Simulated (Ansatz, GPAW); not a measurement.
# A 9-layer slab of Al(100): work function by functional and basis, part 2 of 3

Aim: the work function of both faces of a 9-layer slab of Al(100), and its spread over functionals and bases.

GPAW 26.7.0 and Ansatz 0.2.0; Ansatz plane waves; slab in vacuum with a dipole correction, relaxation (the session's first sound run).

So far, upper work function (eV): step 2 (relaxation, PBE) 4.21; step 3 (plane waves, PBE) 4.22; step 4 (self-consistent run: xc = "LDA") 4.36; step 5 (self-consistent run: xc = "revPBE") 4.15.

## (6) Self-consistent run: xc = "RPBE"

The same geometry under RPBE, to see how far the functional moves the levels against the vacuum.

The input, run.py:

```python
import json
import numpy as np
from ase import Atoms
from gpaw import GPAW, PW

slab = Atoms(
    ['Al', 'Al', 'Al', 'Al', 'Al', 'Al', 'Al', 'Al', 'Al'],
    positions=[
        [0.00000, 0.00000, 7.00000],
        [1.43189, 1.43189, 9.02500],
        [0.00000, 0.00000, 11.05000],
        [1.43189, 1.43189, 13.07500],
        [-0.00000, 0.00000, 15.07437],
        [1.43189, 1.43189, 17.07317],
        [-0.00000, 0.00000, 19.10280],
        [1.43189, 1.43189, 21.11265],
        [0.00000, 0.00000, 23.14227]],
    cell=[[2.86378, 0.0, 0.0], [0.0, 2.86378, 0.0], [0.0, 0.0, 30.2]],
    pbc=[True, True, False])

slab.calc = GPAW(mode=PW(400), xc='RPBE', kpts={'size': (11, 11, 1), 'gamma': True},
                 occupations={'name': 'fermi-dirac', 'width': 0.1}, nbands='140%',
                 convergence={'density': 1e-05}, maxiter=200,
                 poissonsolver={'dipolelayer': 'xy'},
                 symmetry={'tolerance': 1e-3}, txt='slab.txt')
result = {}
energy = slab.get_potential_energy()
fermi = slab.calc.get_fermi_level()
v = slab.calc.get_electrostatic_potential().mean((0, 1)) - fermi
n = slab.calc.get_pseudo_density().mean((0, 1))
L = slab.cell[2, 2]
z = np.arange(len(v)) * L / len(v)
low, high = slab.positions[:, 2].min(), slab.positions[:, 2].max()
below, above = np.interp([low - 4.8, high + 4.8], z, v)
slopes = [np.interp(x, z, np.gradient(v, z)) for x in (low - 4.8, high + 4.8)]
eps = np.array([[slab.calc.get_eigenvalues(k, s) for k in range(len(slab.calc.get_ibz_k_points()))]
                for s in range(slab.calc.get_number_of_spins())]) - fermi
top, bottom = eps[eps < 0].max(), eps[eps > 0].min()
dipole = slab.get_dipole_moment()[2]
print(f'energy {energy:.4f} eV, Fermi level {fermi:.4f} eV, dipole {dipole:.5f} e A')
print(f'potential 4.8 A off the faces, from the Fermi level: lower {below:.4f} eV, upper {above:.4f} eV')
print(f'slope of the potential there: lower {slopes[0]:.5f}, upper {slopes[1]:.5f} eV/A')
print(f'nearest levels on the mesh: {top:.4f} and {bottom:.4f} eV')
print('magnetic moment', round(slab.get_magnetic_moment(), 3))
result.update(energy=energy, fermi=fermi, dipole=dipole, below=below, above=above, slopes=slopes, edges=[top, bottom],
              z=z.tolist(), v=v.tolist(), n=n.tolist(), positions=slab.positions.tolist(),
              forces=slab.get_forces(apply_constraint=False).tolist(), moments=slab.get_magnetic_moments().tolist())
json.dump(result, open('result.json', 'w'))
```

Command:

```bash
OMP_NUM_THREADS=1 OPENBLAS_NUM_THREADS=1 python run.py
```

Run time: 59 s. Hardware: 1 thread of Intel Xeon 6975P-C (Granite Rapids), shared host; peak memory 0.22 GiB.

This step gave:

- dipole along the normal: -9.89e-5 e·Å
- levels nearest the Fermi level on the mesh: -0.009804, 0.005477 eV from the Fermi level

The electrostatic potential energy of an electron (without an applied field's), less the Fermi level, planar mean oscillates, so the rows of the table below give means over windows of 2.05 Å about each position, cut where the curve ends. Its maxima inside the range that stand out by 2 % of the span (Å: eV): 8.0: -2.11, 10.0: -2.07, 12.1: -2.11, 14.0: -2.32, 16.1: -2.27, 18.1: -2.09, 20.1: -2.22, 22.1: -2.07. Its minima: 7.0: -13.4, 9.1: -13.5, 11.0: -13.5, 13.1: -13.6, 15.1: -13.6, 17.0: -13.6, 19.1: -13.6, 21.1: -13.6, 23.2: -13.3.

The electrostatic potential energy of an electron (without an applied field's), less the Fermi level, planar mean by z; means over each step:

```
z (Å)  electrostatic potential energy of an electron (without an applied field's), less the Fermi level, planar mean (eV)
 1.02                                                                                                                4.15
 3.07                                                                                                                4.15
 5.12                                                                                                                3.09
 7.17                                                                                                               -6.88
 9.22                                                                                                               -7.16
11.28                                                                                                               -7.17
13.32                                                                                                               -7.24
15.37                                                                                                               -7.27
17.42                                                                                                               -7.20
19.47                                                                                                               -7.23
21.52                                                                                                               -7.17
23.57                                                                                                               -5.61
25.62                                                                                                                3.91
27.67                                                                                                                4.15
29.72                                                                                                                4.15
```

The upper face's work function is 4.154 eV, against 4.216 eV in the first plane-wave PBE run at this geometry.

## (7) Self-consistent run: xc = "vdW-DF2"

The same geometry under vdW-DF2, to see how far the functional moves the levels against the vacuum (the van der Waals functionals take revPBE setups).

Edit run.py of step 6 so:

```diff
@@ -20,3 +20,3 @@
 
-slab.calc = GPAW(mode=PW(400), xc='RPBE', kpts={'size': (11, 11, 1), 'gamma': True},
+slab.calc = GPAW(mode=PW(400), xc='vdW-DF2', kpts={'size': (11, 11, 1), 'gamma': True},
                  occupations={'name': 'fermi-dirac', 'width': 0.1}, nbands='140%',
```

Run time: 2.2 min. Hardware: 1 thread; peak memory 0.37 GiB.

Numbers from this step:

```
dipole along the normal                    : -7.37e-5 e·Å
levels nearest the Fermi level on the mesh : -0.05293, 0.01309 eV from the Fermi level
upper work function                        : 4.383 eV
lower work function                        : 4.382 eV
```

The upper face's work function is 4.383 eV, against 4.216 eV in the first plane-wave PBE run at this geometry.

## (8) OptPBE vdW: xc = "optPBE-vdW"

The same geometry under optPBE-vdW, to see how far the functional moves the levels against the vacuum (the van der Waals functionals take revPBE setups).

Edit run.py of step 7 so:

```diff
@@ -20,3 +20,3 @@
 
-slab.calc = GPAW(mode=PW(400), xc='vdW-DF2', kpts={'size': (11, 11, 1), 'gamma': True},
+slab.calc = GPAW(mode=PW(400), xc='optPBE-vdW', kpts={'size': (11, 11, 1), 'gamma': True},
                  occupations={'name': 'fermi-dirac', 'width': 0.1}, nbands='140%',
```

Elapsed: 81 s, on 1 thread; peak memory 0.36 GiB.

Numbers from this step:

```yaml
dipole_along_the_normal: -8.40e-5 e·Å
levels_nearest_the_fermi_level_on_the_mesh: -0.02304, 5.86e-4 eV from the Fermi level
upper_work_function: 4.342 eV
lower_work_function: 4.342 eV
```

The electrostatic potential energy of an electron (without an applied field's), less the Fermi level, planar mean oscillates, so the rows of the table below give means over windows of 2.05 Å about each position, cut where the curve ends. Its maxima inside the range that stand out by 2 % of the span (Å: eV): 8.0: -2.06, 10.0: -2.01, 12.1: -2.05, 14.0: -2.25, 16.1: -2.21, 18.1: -2.03, 20.1: -2.16, 22.1: -2.02. Its minima: 7.0: -13.3, 9.1: -13.5, 11.0: -13.4, 13.1: -13.5, 15.1: -13.5, 17.0: -13.5, 19.1: -13.5, 21.1: -13.5, 23.2: -13.2.

Electrostatic potential energy of an electron (without an applied field's), less the Fermi level, planar mean against z; means over each step:

```
z (Å)  electrostatic potential energy of an electron (without an applied field's), less the Fermi level, planar mean (eV)
 1.02                                                                                                                4.34
 3.07                                                                                                                4.33
 5.12                                                                                                                3.22
 7.17                                                                                                               -6.81
 9.22                                                                                                               -7.09
11.28                                                                                                               -7.11
13.32                                                                                                               -7.18
15.37                                                                                                               -7.20
17.42                                                                                                               -7.13
19.47                                                                                                               -7.17
21.52                                                                                                               -7.11
23.57                                                                                                               -5.52
25.62                                                                                                                4.07
27.67                                                                                                                4.34
29.72                                                                                                                4.34
```

The upper face's work function is 4.342 eV, against 4.216 eV in the first plane-wave PBE run at this geometry.

## (9) Real-space grid: mode = "fd"

A real-space grid is a second complete basis, so it checks the plane-wave result.

Edit run.py of step 8 so:

```diff
@@ -3,3 +3,3 @@
 from ase import Atoms
-from gpaw import GPAW, PW
+from gpaw import GPAW
 
@@ -20,3 +20,3 @@
 
-slab.calc = GPAW(mode=PW(400), xc='optPBE-vdW', kpts={'size': (11, 11, 1), 'gamma': True},
+slab.calc = GPAW(mode='fd', h=0.18, xc='PBE', kpts={'size': (11, 11, 1), 'gamma': True},
                  occupations={'name': 'fermi-dirac', 'width': 0.1}, nbands='140%',
```

Run time: 7.2 min. Hardware: 1 thread; peak memory 0.68 GiB.

This step gave:

| Item | Value |
| --- | --- |
| dipole along the normal | -2.91e-5 e·Å |
| levels nearest the Fermi level on the mesh | -0.03721, 0.01878 eV from the Fermi level |
| upper work function | 4.216 eV |
| lower work function | 4.215 eV |

The upper face's work function is 4.216 eV, against 4.216 eV in the first plane-wave PBE run at this geometry.

## (10) Cost and result by level

Times are for 1 thread of Intel Xeon 6975P-C (Granite Rapids), shared host. The runs compared:

```
no.         run  upper work function (eV)     time  memory (GiB)
  1          pw                     4.216     68 s          0.22
  2         LDA                     4.363     52 s          0.22
  3      revPBE                     4.154     87 s          0.22
  4        RPBE                     4.154     59 s          0.22
  5     vdW DF2                     4.383  2.2 min          0.37
  6  optPBE vdW                     4.342     81 s          0.36
  7          fd                     4.216  7.2 min          0.68
```

## (11) A second plane-wave code

A second program with its own datasets checks the number independently.

This step: Ansatz plane waves; slab in vacuum with a dipole correction (Ansatz 0.2.0).

The input, input.yaml:

```yaml
crystal:
  lattice:
    - [2.8637824638, 0.0, 0.0]
    - [0.0, 2.8637824638, 0.0]
    - [0.0, 0.0, 30.2]
  atoms:
    - { symbol: Al, position: [0.0, 0.0, 0.2317880795] }
    - { symbol: Al, position: [0.5, 0.5, 0.2988410596] }
    - { symbol: Al, position: [0.0, 0.0, 0.3658940397] }
    - { symbol: Al, position: [0.5, 0.5, 0.4329470199] }
    - { symbol: Al, position: [0.0, 0.0, 0.4991511728] }
    - { symbol: Al, position: [0.5, 0.5, 0.5653368977] }
    - { symbol: Al, position: [0.0, 0.0, 0.6325431895] }
    - { symbol: Al, position: [0.5, 0.5, 0.6990942829] }
    - { symbol: Al, position: [0.0, 0.0, 0.7663004595] }
kpoints:
  mp_grid: { grid: [11, 11, 1] }
hamiltonian:
  xc: pbe
scf:
  occupations: { method: fermi_dirac, width: 0.1 }
efield:
  axis: 3
  dipole_correction: true
  ramp_width: 0.05
output:
  forces: true
  write_potential: true
  write_density: true
  volumetric_format: npy
  elf: true
```

Command:

```bash
ansatz run input.yaml --threads 4 --pin off --max-ram 8192MiB --backend cpu --events-out ev --progress --plain --runs-dir out
```

Run time: 1.9 s. Hardware: 4 threads; peak memory 0.57 GiB; 7 s of CPU time.

Numbers from this step:

```
upper work function     : 4.213 eV
lower work function     : 4.213 eV
dipole along the normal : -1.28e-5 e·Å
dipole field            : -9.34e-6 V/Å
vacuum level below      : 7.342 eV
```

[end of part 2 of 3]

[Logs are printed without paths, hosts, clocks, repeated set-up lines and the standing remarks that a program may print on its own settings, such as how far it seeks lower states.]

[Hosts, paths, dates, database ids (printed as entryN), source tags and the programs' standing remarks are cut or masked in the printed files.]
